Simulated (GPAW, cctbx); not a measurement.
# NaScBr3: what bonding does to one electron reflection, worked out

NaScBr3, Pm-3m (no. 221), a = 5.3765 Å, b = 5.3765 Å, c = 5.3765 Å, α = 90.00°, β = 90.00°, γ = 90.00°.

```csv
atom,mult.,x,y,z
Br1,3,1/2,1/2,0
Sc1,1,1/2,1/2,1/2
Na1,1,0,0,0
```

The start was made by putting kin elements into a known structure type; the compound need not exist, or be stable, in this form.

A DFT run (GPAW, PBE, 450 eV, 4×4×4 k-points, Fermi–Dirac width 0.05 eV) gives the static X-ray structure factor of 010 as 41.880 e for the conventional cell; superposed free atoms give 41.529 e. **Problem.** Find the Fourier component V of the crystal potential and the two-beam extinction distance at 300 kV in both cases.

## Step 1: Geometry

The cell volume is Ω = 155.42 Å³ and d(010) = 5.3765 Å, so g = 1/d = 0.1860 Å⁻¹.

## Step 2: The nuclei

Electrons feel nuclei as well as electrons, so the nuclear charges are summed with the same phases.

Phase sums Σ exp(2πi h·x), turned so that the total is real and positive: Br +1.000, Sc +1.000, Na -1.000. Then F_Z = 35 × (+1.000) + 21 × (+1.000) + 11 × (-1.000) = 45.00 e. The electron term has the same sign for this reflection.

## Step 3: Mott–Bethe

Poisson's equation, term by term, gives V = (e/4πε₀)(F_Z − F)/(πΩg²), with e/4πε₀ = 14.3996 V Å.

The prefactor is 14.3996 × 5.3765²/(π × 155.42) = 0.85251 V per electron. Free atoms: (45.00 − 41.529) × 0.85251 = 2.959 V. Crystal: (45.00 − 41.880) × 0.85251 = 2.660 V. F changes by +0.85 % and V by -10.1 %: the same 0.35 e is measured against F_Z − F = 3.5 e in place of F = 41.5 e.

## Step 4: Extinction distance

In the two-beam case ξ = 1/(λU) with U = 2γm₀eV/h², that is ξ = 150.41 V Å²/(γλV).

At 300 kV, λ = 0.01969 Å and γ = 1.5871. Free atoms: ξ = 1627 Å. Crystal: ξ = 1810 Å. The thickness fringes go as sin²(πt/ξ), so the two patterns slip by a quarter of a period when t|1/ξ₁ − 1/ξ₀| = 1/4, at t ≈ 402 nm. Thermal motion, absorption and many-beam coupling, left out here, change a real pattern.

## Step 5: Answer

V(010) is 2.66 V against 2.96 V, and ξ is 1810 against 1627 Å. Limits: static atoms, two beams.

[Outputs are excerpts: Python notices, other lines and further rows are left out; steps that failed or that the build refused (PBEsol, TPSS) are not shown.]

[Logs are printed without paths, hosts, clocks, repeated set-up lines and the standing remarks that a program may print on its own settings, such as how far it seeks lower states.]
